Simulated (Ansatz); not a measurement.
# Mo2CO2 monolayer: relaxing the cell for a phonon run, part 2 of 2

Task: relax Mo2CO2 monolayer tightly.

Ansatz 0.2.0; DFT PBE, scalar-relativistic, plane waves, PAW; PAW set soft_1.

So far. Step 2 (Probe on a coarse mesh): The coarse mesh shows no gap.

### 5. Tight relaxation

Phonons need a cell at rest on their own settings, so the relaxation is repeated with tight tolerances on forces and stress, using the mesh and the filling of the phonon run that follows.

The input, input.yaml:

```yaml
crystal:
  lattice:
    - [3.0945765989, 0.0, 0.0]
    - [-1.5472882995, 2.6799819486, 0.0]
    - [0.0, 0.0, 32.6]
  atoms:
    - { symbol: C, position: [0.0, 0.0, 0.3067484663] }
    - { symbol: Mo, position: [0.3333333333, 0.6666666667, 0.3409982937] }
    - { symbol: Mo, position: [0.6666666667, 0.3333333333, 0.2724986389] }
    - { symbol: O, position: [0.6666666667, 0.3333333333, 0.3752329107] }
    - { symbol: O, position: [0.3333333333, 0.6666666667, 0.2382640219] }
  periodic: [true, true, false]
kpoints:
  mp_grid: { grid: [18, 18, 1] }
hamiltonian:
  xc: pbe
  pseudopotentials: { kind: paw, azcp: { folder: soft_1 } }
scf:
  occupations: { method: methfessel_paxton, width: 0.2 }
output:
  forces: true
  stress: true
  eigenvalues: true
  write_density: true
  write_potential: true
  elf: true
  volumetric_format: npy
relax:
  adjacent_minimum: "off"
  f_tol: 0.001
  max_steps: 60
  cell: { stress_2d_tol: 0.002 }
```

The run is started by

```sh
ansatz run input.yaml --threads 4 --pin off --max-ram 16384MiB --backend cpu --events-out ev --progress --plain --runs-dir out
```

Numbers of over 12 decimals in the logs are rounded to 6 here.

The log of the run:

```text
[...]
Crystal: 5 atoms, lattice volume = 270.365 Å³
Basis set: ecut = 420 eV, 5257 PW (Γ), exchange–correlation on 48×48×450 points (8 copies of the dense FFT grid, shifted against one another)
Bands: 27, of which v1, the nominal top of the filled ones, is band 22 counted from 1 (21 counted from 0)
Symmetry: 12 space group operations
[...]
k-points: 37 of 324
[...]
cell:  # Å, volume = 270.1585 Å³
    - [3.093394, 2.8856450861586586e-11, 0]
    - [-1.546697, 2.678958, 0]
    - [0, 0, 32.6]
  atoms:
    - { symbol: C, position: [0, 0, 0.306748] }
    - { symbol: Mo, position: [0.333333, 0.666667, 0.340994] }
    - { symbol: Mo, position: [0.666667, 0.333333, 0.272503] }
    - { symbol: O, position: [0.666667, 0.333333, 0.375281] }
    - { symbol: O, position: [0.333333, 0.666667, 0.238216] }
[key lines of the parts left out:]
SCF converged after 10 iterations
Free energy (F): -11297.464393 eV
Fermi energy:    -6.341271 eV
P = ½ c Tr σ = -0.0002 N/m
```

It took 51 s on 4 threads of Arm Neoverse V1, shared host; peak memory 0.73 GiB; 3.3 min of CPU time.

Little changed from the start: no atom moved by 0.005 Å and no cell edge by 0.1 %.

This step gave:

| Quantity | Value |
| --- | --- |
| area per atom | 1.657 Å² |

ELF in the ac plane at fractional y = 0.333, with atoms of Mo and O within 0.2 Å of it. It is the smooth field of the valence electrons, not physical close to the nuclei.

Values, 24 rows by 16 columns, each cell a mean:
```
0.00 0.00 0.00 0.00 0.00 0.00 0.00 0.00 0.00 0.00 0.00 0.00 0.00 0.00 0.00 0.00
0.00 0.00 0.00 0.00 0.00 0.00 0.00 0.00 0.00 0.00 0.00 0.00 0.00 0.00 0.00 0.00
0.00 0.00 0.00 0.00 0.00 0.00 0.00 0.00 0.00 0.00 0.00 0.00 0.00 0.00 0.00 0.00
0.00 0.00 0.00 0.00 0.00 0.00 0.00 0.00 0.00 0.00 0.00 0.00 0.00 0.00 0.00 0.00
0.00 0.00 0.00 0.00 0.00 0.00 0.00 0.00 0.00 0.00 0.00 0.00 0.00 0.00 0.00 0.00
0.00 0.00 0.00 0.00 0.00 0.00 0.00 0.00 0.00 0.00 0.00 0.00 0.00 0.00 0.00 0.00
0.00 0.00 0.00 0.00 0.00 0.00 0.00 0.00 0.00 0.00 0.00 0.00 0.00 0.00 0.00 0.00
0.00 0.00 0.00 0.00 0.00 0.00 0.00 0.00 0.00 0.00 0.00 0.00 0.00 0.00 0.00 0.00
0.00 0.00 0.00 0.00 0.00 0.00 0.00 0.00 0.00 0.00 0.00 0.00 0.00 0.00 0.00 0.00
0.00 0.00 0.00 0.00 0.00 0.00 0.00 0.00 0.00 0.00 0.00 0.00 0.00 0.00 0.00 0.00
0.00 0.00 0.00 0.00 0.00 0.00 0.00 0.00 0.00 0.00 0.00 0.00 0.00 0.00 0.00 0.00
0.00 0.00 0.00 0.00 0.00 0.00 0.00 0.00 0.00 0.00 0.00 0.00 0.00 0.00 0.00 0.00
0.00 0.00 0.00 0.00 0.00 0.00 0.00 0.00 0.00 0.00 0.00 0.00 0.00 0.00 0.00 0.00
0.02 0.00 0.00 0.00 0.00 0.01 0.03 0.06 0.10 0.13 0.14 0.14 0.13 0.11 0.07 0.04
0.32 0.11 0.04 0.03 0.08 0.24 0.48 0.65 0.73 0.74 0.69 0.68 0.73 0.74 0.69 0.55
0.21 0.21 0.25 0.26 0.24 0.22 0.26 0.36 0.45 0.49 0.47 0.47 0.49 0.47 0.40 0.28
0.39 0.45 0.48 0.49 0.46 0.41 0.34 0.29 0.27 0.29 0.30 0.30 0.29 0.28 0.28 0.33
0.19 0.23 0.30 0.32 0.26 0.20 0.26 0.47 0.63 0.66 0.61 0.59 0.65 0.66 0.53 0.32
0.35 0.46 0.52 0.53 0.48 0.39 0.26 0.15 0.10 0.10 0.11 0.12 0.10 0.09 0.11 0.20
0.03 0.05 0.06 0.06 0.05 0.04 0.02 0.01 0.01 0.00 0.00 0.00 0.00 0.00 0.01 0.02
0.00 0.00 0.00 0.00 0.00 0.00 0.00 0.00 0.00 0.00 0.00 0.00 0.00 0.00 0.00 0.00
0.00 0.00 0.00 0.00 0.00 0.00 0.00 0.00 0.00 0.00 0.00 0.00 0.00 0.00 0.00 0.00
0.00 0.00 0.00 0.00 0.00 0.00 0.00 0.00 0.00 0.00 0.00 0.00 0.00 0.00 0.00 0.00
0.00 0.00 0.00 0.00 0.00 0.00 0.00 0.00 0.00 0.00 0.00 0.00 0.00 0.00 0.00 0.00
```
Columns run along a (3.1 Å), rows up along c (32.6 Å). Atoms in or near the plane, at fractional coordinates: Mo at (0.67, 0.27), O at (0.67, 0.38).

Valence density in the ac plane at fractional y = 0.333, with atoms of Mo and O within 0.2 Å of it. It is the smooth field of the valence electrons, not physical close to the nuclei.

Ten steps, logarithmic in the rise over the least value, from '_' (0.0 e/Å³) to '@' (5.6 e/Å³), each cell a mean:
```
________________________________
________________________________
________________________________
________________________________
________________________________
________________________________
________________________________
________________________________
________________________________
________________________________
________________________________
________________________________
________________________________
________________________________
::........::--++**%%%%%%%%##++==
==++++++++++==++**########**++==
++++++++++++====++++****++++====
============++##%%@@@@@@@@@@##**
--------------::::--------::::::
________________________________
________________________________
________________________________
________________________________
________________________________
```
Columns run along a (3.1 Å), rows up along c (32.6 Å). Atoms in or near the plane, at fractional coordinates: Mo at (0.67, 0.27), O at (0.67, 0.38).

Electrostatic potential energy in the ac plane at fractional y = 0.333, with atoms of Mo and O within 0.2 Å of it. With pseudopotentials it is smooth inside the atoms' cores, unlike the true potential.

Values in eV, 24 rows by 16 columns, each cell a mean:
```
  0   0   0   0   0   0   0   0   0   0   0   0   0   0   0   0
  0   0   0   0   0   0   0   0   0   0   0   0   0   0   0   0
  0   0   0   0   0   0   0   0   0   0   0   0   0   0   0   0
  0   0   0   0   0   0   0   0   0   0   0   0   0   0   0   0
  0   0   0   0   0   0   0   0   0   0   0   0   0   0   0   0
  0   0   0   0   0   0   0   0   0   0   0   0   0   0   0   0
  0   0   0   0   0   0   0   0   0   0   0   0   0   0   0   0
  0   0   0   0   0   0   0   0   0   0   0   0   0   0   0   0
  0   0   0   0   0   0   0   0   0   0   0   0   0   0   0   0
  0   0   0   0   0   0   0   0   0   0   0   0   0   0   0   0
  0   0   0   0   0   0   0   0   0   0   0   0   0   0   0   0
  0   0   0   0   0   0   0   0   0   0   0   0   0   0   0   0
  0   0   0   0   0   0   0   0   0   0   0   0   0   0   0   0
  0   0   0   0   0   0   0   0   0   0   0   0   0   0   0   0
 -2  -2  -3  -3  -2  -2  -2  -6 -15 -20 -21 -22 -20 -17  -9  -3
-15 -19 -22 -22 -20 -17 -13 -11 -15 -18 -19 -19 -18 -16 -12 -11
-12 -12 -14 -14 -13 -12 -12 -13 -15 -17 -18 -18 -17 -16 -14 -12
-15 -10  -8  -7  -9 -13 -23 -34 -36 -37 -37 -37 -37 -37 -35 -28
 -3  -3  -3  -3  -3  -3  -4  -5  -6  -8  -9  -9  -8  -7  -5  -4
  0   0   0   0   0   0   0   0   0   0   0   0   0   0   0   0
  0   0   0   0   0   0   0   0   0   0   0   0   0   0   0   0
  0   0   0   0   0   0   0   0   0   0   0   0   0   0   0   0
  0   0   0   0   0   0   0   0   0   0   0   0   0   0   0   0
  0   0   0   0   0   0   0   0   0   0   0   0   0   0   0   0
```
Columns run along a (3.1 Å; values clipped at the 3rd and 97th percentile), rows up along c (32.6 Å). Atoms in or near the plane, at fractional coordinates: Mo at (0.67, 0.27), O at (0.67, 0.38).

The largest force component left is 0.044 meV/Å, within the tolerances set.

### 6. Outcome

| Quantity | Value |
| --- | --- |
| space group after relaxation (within 0.01 Å) | P-3m1 |
| lattice constant a | 3.093 Å |
| lattice constant b | 3.093 Å |
| area per atom | 1.66 Å² |

**Reading.** The largest force component left is 0.044 meV/Å, within the tolerances set. The relaxation keeps the symmetry of its start, so it says nothing on stability against lower symmetry. The starting cell was built on a prototype and not taken from a measurement.

[Logs are printed without paths, hosts, clocks, repeated set-up lines and the standing remarks that a program may print on its own settings, such as how far it seeks lower states.]

[Hosts, paths, dates, database ids (printed as entryN), source tags and the programs' standing remarks are cut or masked in the printed files.]
